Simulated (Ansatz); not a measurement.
# Mg6CdPb: relaxing a made-up structure

Starting from a made-up structure for Mg6CdPb, the aim is the relaxed cell, its shortest contacts and, where a second run follows, its electronic structure.

Main program and level: Ansatz 0.2.0; DFT, PBEsol, plane-wave PAW, files of the set soft_1, scalar-relativistic, no spin, cell and ions relaxed at zero pressure; PAW set soft_1, in the first sound run; inputs show where later runs differ.

## Step 1: The structure

It takes space group Amm2 (No. 38, orthorhombic). The conventional cell has a = 5.280 Å, b = 6.509 Å, c = 11.737 Å, α = 90.00°, β = 90.00°, γ = 90.00°. Pb has 10 Mg at 3.25 to 3.46 Å and 2 Cd at 3.28 Å nearest. Nearest to Cd lie 8 Mg at 3.08 to 3.26 Å and 2 Pb at 3.28 Å. Nearest to Mg lie 10 Mg at 3.21 to 3.51 Å and 2 Cd at 3.26 Å. Nearest to Mg lie 10 Mg at 3.19 to 3.52 Å and 2 Pb at 3.25 Å. Mg has 8 Mg at 3.19 to 3.52 Å and 2 Cd at 3.23 Å and 2 Pb at 3.33 Å nearest. Mg has 1 Cd at 3.08 Å and 8 Mg at 3.19 to 3.39 Å and 2 Pb at 3.25 to 3.46 Å nearest. Farther neighbours are not listed.

## Step 2: Relaxing cell and atoms

The guessed cell has no reason to be at equilibrium. It is relaxed with the atoms, within the space group of the guess.

The input, input.yaml:

```yaml
crystal:
  lattice:
    - [5.28, 0.0, 0.0]
    - [0.0, 3.2545, 5.8685]
    - [0.0, -3.2545, 5.8685]
  atoms:
    - { symbol: Pb, position: [0.5, 0.1838, 0.1838] }
    - { symbol: Cd, position: [0.5, 0.6484, 0.6484] }
    - { symbol: Mg, position: [0.0, 0.8112, 0.8112] }
    - { symbol: Mg, position: [0.0, 0.345, 0.345] }
    - { symbol: Mg, position: [0.0, 0.3226, 0.832] }
    - { symbol: Mg, position: [0.0, 0.832, 0.3226] }
    - { symbol: Mg, position: [0.5, 0.1787, 0.6707] }
    - { symbol: Mg, position: [0.5, 0.6707, 0.1787] }
kpoints:
  mp_grid: { grid: [5, 5, 5] }
scf:
  occupations: { method: fermi_dirac, width: 0.05 }
hamiltonian:
  xc: pbesol
  pseudopotentials: { kind: paw, azcp: { folder: soft_1 }, xc_functional: pbe }
relax:
  f_tol: 0.015
  max_steps: 70
  cell: {}
output:
  forces: true
  stress: true
```

On the command line:

```console
$ ansatz run input.yaml --threads 4 --pin off --max-ram 10240MiB --backend cpu --events-out ev --progress --plain --runs-dir out
```

Numbers of over 12 decimals in the logs are rounded to 6 here.

Output:

```text
Engine: ansatz 0.2.0, aarch64-unknown-linux-gnu
Pseudopotentials: kind: paw
Pseudopotential: Pb, paw, valence charge 14, recommended cutoff 420 eV (normal), soft_1/Pb.paw.azcp
Pseudopotential: Cd, paw, valence charge 20, recommended cutoff 420 eV (normal), soft_1/Cd.paw.azcp
Pseudopotential: Mg, paw, valence charge 10, recommended cutoff 420 eV (normal), soft_1/Mg.paw.azcp
Functional definition: PBEsol
  exchange = pbesol_x
  correlation = pbesol_c
Crystal: 8 atoms, lattice volume = 201.686 Å³
Basis set: ecut = 420 eV, 3913 PW (Γ), exchange–correlation on 72×90×90 points (8 copies of the dense FFT grid, shifted against one another)
Bands: 57, of which v1, the nominal top of the filled ones, is band 47 counted from 1 (46 counted from 0)
Symmetry: 4 space group operations
Space group: Amm2 (ITA 38), of the structure as read, at distance tolerance 5.9e-5 Å
k-points: 27 of 125 (time reversal used)
Non-local potential: Pb, projectors of the file, l = 0: 2, l = 1: 2, l = 2: 2, l = 3: 1
Non-local potential: Cd, projectors of the file, l = 0: 3, l = 1: 2, l = 2: 2, l = 3: 1
Non-local potential: Mg, projectors of the file, l = 0: 3, l = 1: 2, l = 2: 1
PAW form: soft (Blöchl's): semilocal exchange-correlation on the pseudo side does not see the compensation charge
PAW frozen core: Pb, regenerated for the run's functional, and the local potential with it (the file was generated under x = pbe(κ = 0.804, μ = 0.219515), c = pbe(β = 0.066725))
PAW frozen core: Cd, regenerated for the run's functional, and the local potential with it (the file was generated under x = pbe(κ = 0.804, μ = 0.219515), c = pbe(β = 0.066725))
PAW frozen core: Mg, regenerated for the run's functional, and the local potential with it (the file was generated under x = pbe(κ = 0.804, μ = 0.219515), c = pbe(β = 0.066725))
PAW one-centre angular grid: Pb, 590 points (default); XC on 64 Gauss nodes
PAW one-centre angular grid: Cd, 590 points (default); XC on 64 Gauss nodes
PAW one-centre angular grid: Mg, 110 points (default); XC on 64 Gauss nodes
Initial density: superposition of atomic densities (chi_scale 0.1, normalization cell, long waves kept (reshape's long-wave potential 0.04 eV rms))
Initial wavefunctions: pseudopotential atomic-orbital guess
Functional: x = pbesol(κ = 0.804, μ = 0.123457), c = pbesol(β = 0.046)
SCF iter   1: F=—  HF=-31416.382142 eV  |F-HF|=—  |Δ(HF+E_count)|=         —  Δρ=3.91e-2  dr2=9.96e0  ethr=3.10e-3  ⟨swp⟩=10.1  Hψ=6866  notcnv=0  defer=7
preconditioner: auto → Kerker (q_TF=auto, 2.402 Å⁻¹)  [metal: Δε(μ)=0.039 eV  Ē_g=9.071 eV  σ=0.050 eV  W_gap=0.19  n_scr=46 (ndim 8)  ℏωp=16.1 eV  f_vac=0.000  D(μ)=5.43/eV (n_scr^D=28)]
SCF iter   2: F=—  HF=-31414.553331 eV  |F-HF|=—  |Δ(HF+E_count)|=    1.83e0  Δρ=2.06e-2  dr2=3.74e0  ethr=3.10e-3  ⟨swp⟩=3.0  Hψ=2642  notcnv=0  defer=72
SCF iter   3: F=—  HF=-31413.628773 eV  |F-HF|=—  |Δ(HF+E_count)|=   9.25e-1  Δρ=6.75e-3  dr2=3.59e-1  ethr=3.10e-3  ⟨swp⟩=3.2  Hψ=2672  notcnv=0  defer=69
SCF iter   4: F=—  HF=-31413.541028 eV  |F-HF|=—  |Δ(HF+E_count)|=   8.77e-2  Δρ=2.18e-3  dr2=1.32e-2  ethr=3.82e-4  ⟨swp⟩=3.5  Hψ=2289  notcnv=0  defer=69
SCF iter   5: F=—  HF=-31413.538025 eV  |F-HF|=—  |Δ(HF+E_count)|=   3.00e-3  Δρ=7.07e-4  dr2=2.67e-3  ethr=1.41e-5  ⟨swp⟩=2.3  Hψ=2723  notcnv=0  defer=69
SCF iter   6: F=—  HF=-31413.537196 eV  |F-HF|=—  |Δ(HF+E_count)|=   8.29e-4  Δρ=2.07e-4  dr2=2.08e-4  ethr=2.84e-6  ⟨swp⟩=2.0  Hψ=1987  notcnv=0  defer=69
SCF iter   7: F=—  HF=-31413.537142 eV  |F-HF|=—  |Δ(HF+E_count)|=   5.35e-5  Δρ=3.90e-5  dr2=5.49e-6  ethr=2.21e-7  ⟨swp⟩=2.0  Hψ=1992  notcnv=0  defer=69
SCF iter   8: F=—  HF=-31413.537158 eV  |F-HF|=—  |Δ(HF+E_count)|=   1.54e-5  Δρ=1.41e-5  dr2=4.75e-7  ethr=5.84e-9  ⟨swp⟩=2.0  Hψ=2640  notcnv=0  defer=69
SCF iter   9: F=-31413.537158 eV  HF=-31413.537158 eV  |F-HF|=5.27e-8  |Δ(HF+E_count)|=   1.62e-7  Δρ=4.16e-6  dr2=7.04e-8  ethr=1.06e-10  ⟨swp⟩=4.6  Hψ=4934  notcnv=0
SCF 1 converged in 9 iterations: F = -31413.537158 eV  dr2 = 7.04e-8
  greatest PAW one-centre occupation: 1.000 electrons in one spin orbital (limit 2), on the Cd atom at site 1 (counted from 0), in its partial waves of l = 0
relax step   1: F+E_penalty+E_count = -31413.53715764 eV  Δ(F+E_penalty+E_count) = +0.000e0 eV  max|allowed force component| = 3.204e-1 eV/Å  Δτ_max = 0.0000 Å  P = -3.122 GPa  Ω = 201.686 Å³  (9 SCF iters, dr2 threshold 1.00e-7 eV, accepted)
Crystal: 8 atoms, lattice volume = 185.065 Å³
Basis set: ecut = 420 eV, 3637 PW (Γ), exchange–correlation on 72×90×90 points (8 copies of the dense FFT grid, shifted against one another)
Initial density: handed on by an earlier stage of this run
Initial wavefunctions: those handed on with the density
iter 1 solved again at ethr=1.41e-4 eV; its pass at ethr=3.10e-3 eV (dr2=1.33e-1 eV) is discarded
SCF iter   1: F=—  HF=-31413.897249 eV  |F-HF|=—  |Δ(HF+E_count)|=         —  Δρ=5.60e-3  dr2=1.36e-1  ethr=1.41e-4  ⟨swp⟩=2.3  Hψ=7678  notcnv=0
preconditioner: auto → Kerker (q_TF=auto, 2.437 Å⁻¹)  [metal: Δε(μ)=0.007 eV  Ē_g=10.868 eV  σ=0.050 eV  W_gap=0.04  n_scr=44 (ndim 8)  ℏωp=16.8 eV  f_vac=0.000  D(μ)=4.25/eV (n_scr^D=26)]
SCF iter   2: F=—  HF=-31413.871668 eV  |F-HF|=—  |Δ(HF+E_count)|=   2.56e-2  Δρ=3.15e-3  dr2=5.21e-2  ethr=1.41e-4  ⟨swp⟩=2.1  Hψ=1783  notcnv=0
SCF iter   3: F=—  HF=-31413.859300 eV  |F-HF|=—  |Δ(HF+E_count)|=   1.24e-2  Δρ=7.62e-4  dr2=3.11e-3  ethr=5.54e-5  ⟨swp⟩=2.2  Hψ=2334  notcnv=0
SCF iter   4: F=—  HF=-31413.858605 eV  |F-HF|=—  |Δ(HF+E_count)|=   6.94e-4  Δρ=3.31e-4  dr2=3.92e-4  ethr=3.30e-6  ⟨swp⟩=2.1  Hψ=2115  notcnv=0
SCF iter   5: F=—  HF=-31413.858411 eV  |F-HF|=—  |Δ(HF+E_count)|=   1.94e-4  Δρ=9.08e-5  dr2=3.37e-5  ethr=4.17e-7  ⟨swp⟩=2.0  Hψ=2607  notcnv=0
SCF iter   6: F=—  HF=-31413.858403 eV  |F-HF|=—  |Δ(HF+E_count)|=   8.30e-6  Δρ=2.96e-5  dr2=2.94e-6  ethr=3.58e-8  ⟨swp⟩=2.0  Hψ=1887  notcnv=0
SCF iter   7: F=-31413.858402 eV  HF=-31413.858402 eV  |F-HF|=1.10e-7  |Δ(HF+E_count)|=   1.02e-6  Δρ=7.32e-6  dr2=1.79e-7  ethr=8.51e-10  ⟨swp⟩=4.5  Hψ=4855  notcnv=0
SCF 2 converged in 7 iterations: F = -31413.858402 eV  dr2 = 1.79e-7
relax step   2: F+E_penalty+E_count = -31413.85840200 eV  Δ(F+E_penalty+E_count) = -3.212e-1 eV  max|allowed force component| = 1.844e-1 eV/Å  Δτ_max = 0.1262 Å  P = -0.645 GPa  Ω = 185.065 Å³  energy of the carried Pulay correction = +1.105e-3 eV  (7 SCF iters, dr2 threshold 8.00e-7 eV, accepted)
Crystal: 8 atoms, lattice volume = 178.644 Å³
Basis set: ecut = 420 eV, 3489 PW (Γ), exchange–correlation on 72×90×90 points (8 copies of the dense FFT grid, shifted against one another)
iter 1 solved again at ethr=8.13e-5 eV; its pass at ethr=3.10e-3 eV (dr2=7.64e-2 eV) is discarded
SCF iter   1: F=—  HF=-31413.956805 eV  |F-HF|=—  |Δ(HF+E_count)|=         —  Δρ=5.52e-3  dr2=7.72e-2  ethr=8.13e-5  ⟨swp⟩=2.3  Hψ=7744  notcnv=0
preconditioner: auto → Kerker (q_TF=auto, 2.451 Å⁻¹)  [metal: Δε(μ)=0.031 eV  Ē_g=11.082 eV  σ=0.050 eV  W_gap=0.15  n_scr=44 (ndim 8)  ℏωp=17.1 eV  f_vac=0.000  D(μ)=3.71/eV (n_scr^D=22)]
SCF iter   2: F=—  HF=-31413.941078 eV  |F-HF|=—  |Δ(HF+E_count)|=   1.57e-2  Δρ=3.06e-3  dr2=2.64e-2  ethr=8.13e-5  ⟨swp⟩=2.0  Hψ=1976  notcnv=0
SCF iter   3: F=—  HF=-31413.934534 eV  |F-HF|=—  |Δ(HF+E_count)|=   6.54e-3  Δρ=5.42e-4  dr2=1.05e-3  ethr=2.81e-5  ⟨swp⟩=2.0  Hψ=2249  notcnv=0
SCF iter   4: F=—  HF=-31413.934395 eV  |F-HF|=—  |Δ(HF+E_count)|=   1.39e-4  Δρ=2.64e-4  dr2=1.98e-4  ethr=1.11e-6  ⟨swp⟩=2.1  Hψ=2624  notcnv=0
SCF iter   5: F=—  HF=-31413.934236 eV  |F-HF|=—  |Δ(HF+E_count)|=   1.59e-4  Δρ=7.16e-5  dr2=1.93e-5  ethr=2.10e-7  ⟨swp⟩=2.0  Hψ=2707  notcnv=0
SCF iter   6: F=—  HF=-31413.934232 eV  |F-HF|=—  |Δ(HF+E_count)|=   3.57e-6  Δρ=2.10e-5  dr2=9.47e-7  ethr=2.05e-8  ⟨swp⟩=2.0  Hψ=2625  notcnv=0
SCF iter   7: F=-31413.934232 eV  HF=-31413.934232 eV  |F-HF|=2.62e-8  |Δ(HF+E_count)|=   2.43e-7  Δρ=5.43e-6  dr2=6.84e-8  ethr=8.51e-10  ⟨swp⟩=4.0  Hψ=4783  notcnv=0
SCF 3 converged in 7 iterations: F = -31413.934232 eV  dr2 = 6.84e-8
relax step   3: F+E_penalty+E_count = -31413.93423212 eV  Δ(F+E_penalty+E_count) = -7.583e-2 eV  max|allowed force component| = 1.059e-1 eV/Å  Δτ_max = 0.1368 Å  P = +0.698 GPa  Ω = 178.644 Å³  energy of the carried Pulay correction = +1.558e-3 eV  (7 SCF iters, dr2 threshold 8.00e-7 eV, accepted)
[...]
relax step   4: F+E_penalty+E_count = -31413.96254433 eV  Δ(F+E_penalty+E_count) = -2.831e-2 eV  max|allowed force component| = 6.042e-2 eV/Å  Δτ_max = 0.0553 Å  P = +0.447 GPa  Ω = 179.564 Å³  energy of the carried Pulay correction = +1.492e-3 eV  (6 SCF iters, dr2 threshold 8.00e-7 eV, accepted)
[...]
relax step   5: F+E_penalty+E_count = -31413.96857001 eV  Δ(F+E_penalty+E_count) = -6.026e-3 eV  max|allowed force component| = 3.594e-2 eV/Å  Δτ_max = 0.0194 Å  P = +0.017 GPa  Ω = 181.469 Å³  energy of the carried Pulay correction = +1.357e-3 eV  (6 SCF iters, dr2 threshold 8.00e-7 eV, accepted)
[...]
relax step   6: F+E_penalty+E_count = -31413.96939169 eV  Δ(F+E_penalty+E_count) = -8.217e-4 eV  max|allowed force component| = 6.321e-3 eV/Å  Δτ_max = 0.0207 Å  P = -0.077 GPa  Ω = 181.840 Å³  energy of the carried Pulay correction = +1.331e-3 eV  (6 SCF iters, dr2 threshold 8.07e-8 eV, accepted)
[...]
relax step   7: F+E_penalty+E_count = -31413.96960760 eV  Δ(F+E_penalty+E_count) = -2.159e-4 eV  max|allowed force component| = 2.215e-3 eV/Å  Δτ_max = 0.0043 Å  P = -0.002 GPa  Ω = 181.509 Å³  energy of the carried Pulay correction = +1.354e-3 eV  (5 SCF iters, dr2 threshold 4.14e-8 eV, accepted)
Initial wavefunctions: pseudopotential atomic-orbital guess (no wavefunctions were taken with the density)
iter 1 solved again at ethr=2.66e-8 eV; its pass at ethr=3.10e-3 eV (dr2=2.50e-5 eV) is discarded
SCF iter   1: F=—  HF=-31413.968528 eV  |F-HF|=—  |Δ(HF+E_count)|=         —  Δρ=2.02e-4  dr2=3.57e-6  ethr=2.66e-8  ⟨swp⟩=3.8  Hψ=10838  notcnv=0
preconditioner: auto → Kerker (q_TF=auto, 2.445 Å⁻¹)  [metal: Δε(μ)=0.065 eV  Ē_g=11.074 eV  σ=0.050 eV  W_gap=0.31  n_scr=44 (ndim 8)  ℏωp=17.0 eV  f_vac=0.000  D(μ)=2.38/eV (n_scr^D=8)]
SCF iter   2: F=—  HF=-31413.968361 eV  |F-HF|=—  |Δ(HF+E_count)|=   1.67e-4  Δρ=1.03e-4  dr2=9.35e-7  ethr=3.79e-9  ⟨swp⟩=2.0  Hψ=2557  notcnv=0
SCF iter   3: F=—  HF=-31413.968338 eV  |F-HF|=—  |Δ(HF+E_count)|=   2.33e-5  Δρ=1.49e-5  dr2=3.35e-8  ethr=9.95e-10  ⟨swp⟩=2.0  Hψ=2054  notcnv=0
SCF iter   4: F=—  HF=-31413.968337 eV  |F-HF|=—  |Δ(HF+E_count)|=   4.08e-7  Δρ=1.22e-6  dr2=3.21e-9  ethr=3.56e-11  ⟨swp⟩=2.0  Hψ=2623  notcnv=0
SCF iter   5: F=—  HF=-31413.968337 eV  |F-HF|=—  |Δ(HF+E_count)|=  3.20e-10  Δρ=4.77e-7  dr2=5.44e-10  ethr=3.42e-12  ⟨swp⟩=2.0  Hψ=1901  notcnv=0
SCF iter   6: F=-31413.968337 eV  HF=-31413.968337 eV  |F-HF|=1.46e-11  |Δ(HF+E_count)|=  4.07e-10  Δρ=1.05e-7  dr2=3.01e-11  ethr=1.00e-12  ⟨swp⟩=3.5  Hψ=5832  notcnv=0
SCF 8 converged in 6 iterations: F = -31413.968337 eV  dr2 = 3.01e-11
relax step   8: F+E_penalty+E_count = -31413.96833741 eV  Δ(F+E_penalty+E_count) = +1.270e-3 eV  max|allowed force component| = 2.231e-3 eV/Å  Δτ_max = 0.0000 Å  P = -0.004 GPa  Ω = 181.509 Å³  stress off target by 1.30e-2 GPa  SCF on the basis re-selected at this cell (its energy is not comparable with the rows above)  (6 SCF iters)
basis re-selected at this cell: Δ(F+E_penalty+E_count) = +1.270e-3 eV, ΔP = -0.001 GPa vs the last step (what re-selecting the basis moved, of the pressure what is left beyond the Pulay correction that the steps carried, after the strain that the cell walked since its last selection, with what the two solves' SCF thresholds leave and, on support functions, any second-order correction that the steps lacked; it is no m [...]
SCF converged after 6 iterations
Free energy (F): -31413.968337 eV
Harris-Foulkes:  -31413.968337 eV  (|F-HF|=1.46e-11)
Internal energy: -31413.947307 eV  (E = F + TS)
E sigma→0 (E₀):  -31413.957822 eV
Entropy (-TS):   -0.021031 eV (-2.629 meV/atom)
Fermi energy:    7.950077 eV
--- Per-component energies (eV) ---
  E_band       = -2607.860545
  E_kinetic    = 1153.351115
  E_local      = -14772.438456  (includes V_loc(G=0)·N_el)
  E_nonlocal   = 1603.927059
  E_hartree    = 5514.323151
  E_xc         = -515.752684
  E_vxc        = -536.331677  (∫ρ·V_xc dr)
  E_paw        = -16013.409260  (= ΣΔE_a)
  E_vpaw       = -1085.014213  (= ΣTr[D̂ρ^β])
  E_aug_tail   = -0.000622  (compensation charges beyond the density's cutoff)
  E_ewald      = -8384.704915
  E_core_change = 0.757305  (= ΣΔE_core)
  E_smearing   = -0.021031  (= −TS)
  E_closure    = 0.000000  (closes the sum)
  Σ components = -31413.968337   (vs F -31413.968337, Δ=0.00e0)
--- Forces (eV/Å), atoms counted from 1 ---
  atom   1  Pb     0.00000000    -0.00000000    -0.00052779
  atom   2  Cd    -0.00000000     0.00000000    -0.00223139
  atom   3  Mg     0.00000000     0.00000000     0.00096527
  atom   4  Mg     0.00000000    -0.00000000     0.00097277
  atom   5  Mg     0.00000000     0.00216791    -0.00180135
  atom   6  Mg    -0.00000000    -0.00216791    -0.00180135
  atom   7  Mg     0.00000000     0.00197374     0.00221201
  atom   8  Mg     0.00000000    -0.00197374     0.00221201
  max |Σ_I F_I| component: 1.89e-7 eV/Å
--- Stress (GPa, compression-positive) ---
       -0.013027       0.000000      -0.000000
        0.000000      -0.010325      -0.000000
       -0.000000      -0.000000       0.012656
  P = ⅓ Tr σ = -0.0036 GPa (-0.036 kbar)
--- Relaxed structure (7 steps of the walk, 7 accepted, 1 SCFs on fresh bases) ---
  F+E_penalty+E_count = -31413.96833741 eV   max|allowed force component| = 2.231e-3 eV/Å   (the final SCF, on the basis selected at the relaxed cell)
  cell:  # Å, volume = 181.5091 Å³
    - [4.999719, 0, -1.152514539523029e-16]
    - [-1.2809718892406999e-16, 3.354744, 5.410823]
    - [-1.2809718892406999e-16, -3.354744, 5.410823]
  atoms:
    - { symbol: Pb, position: [0.5, 0.161423, 0.161423] }
    - { symbol: Cd, position: [0.5, 0.665209, 0.665209] }
    - { symbol: Mg, position: [8.88821916129998e-18, 0.835210, 0.835210] }
    - { symbol: Mg, position: [-3.336720682039587e-18, 0.335986, 0.335986] }
    - { symbol: Mg, position: [3.0304011434063953e-18, 0.346936, 0.824036] }
    - { symbol: Mg, position: [3.0304011434063953e-18, 0.824036, 0.346936] }
    - { symbol: Mg, position: [0.5, 0.162773, 0.660826] }
    - { symbol: Mg, position: [0.5, 0.660826, 0.162773] }
```

Wall time 47 s (4 threads of Arm Neoverse V1, shared host); peak memory 0.66 GiB.

The steps of the relaxation:

```tsv
step	energy less that of the first step (eV)	largest force component (eV/Å)	pressure (GPa)	volume (Å³)
1	0.0000	0.3204	-3.12	201.69
2	-0.3212	0.1844	-0.64	185.07
3	-0.3971	0.1059	0.70	178.64
4	-0.4254	0.0604	0.45	179.56
5	-0.4314	0.0359	0.02	181.47
6	-0.4322	0.0063	-0.08	181.84
7	-0.4325	0.0022	0.00	181.51
8*	-0.4312	0.0022	0.00	181.51
```

Relaxation steps marked * repeat the geometry before them on a plane-wave basis chosen anew for their cell, so energy and pressure can jump there.

Forces are held to the 4 operations that the run works with; a distortion that breaks them can't arise in this run.

```tsv
conventional cell, symmetrised	before	after	change
a (Å)	5.280	5.000	-5.3 %
b (Å)	6.509	6.709	+3.1 %
c (Å)	11.737	10.822	-7.8 %
volume (Å³/atom)	25.21	22.69	-10.0 %
```

The atoms that moved most (Å, as changes of fractional coordinates times the final cell):

```tsv
atom	dx	dy	dz	length
Mg3	0.000	0.000	0.260	0.260
Pb1	0.000	0.000	-0.242	0.242
Cd2	0.000	0.000	0.182	0.182
Mg8	0.000	0.020	-0.140	0.141
Mg7	0.000	-0.020	-0.140	0.141
Mg5	0.000	0.108	0.089	0.140
Mg6	0.000	-0.108	0.089	0.140
Mg4	0.000	0.000	-0.098	0.098
```

Numbers from this step:

```
free energy             : -31413.9683 eV
energy at zero smearing : -31413.9578 eV
smearing term TS        : 0.02103 eV
Fermi energy            : 7.950 eV
electrons               : 94
symmetry operations     : 4
pressure                : -0.003565 GPa
```

The shortest distance of each pair, which need not be the same contact before and after:

```tsv
pair	guess (Å)	relaxed (Å)
Cd–Mg	3.075	3.091
Mg–Mg	3.191	3.117
Mg–Pb	3.248	3.133
Cd–Pb	3.281	3.355
Pb–Pb	5.280	5.000
```

The relaxation ends with a largest force component of 0.0022 eV/Å and a pressure of 0.00 GPa.

(Continued in part 2 of 2.)

[Logs are printed without paths, hosts, clocks, repeated set-up lines and the standing remarks that a program may print on its own settings, such as how far it seeks lower states.]

[Hosts, paths, dates, database ids (printed as entryN), source tags and the programs' standing remarks are cut or masked in the printed files.]
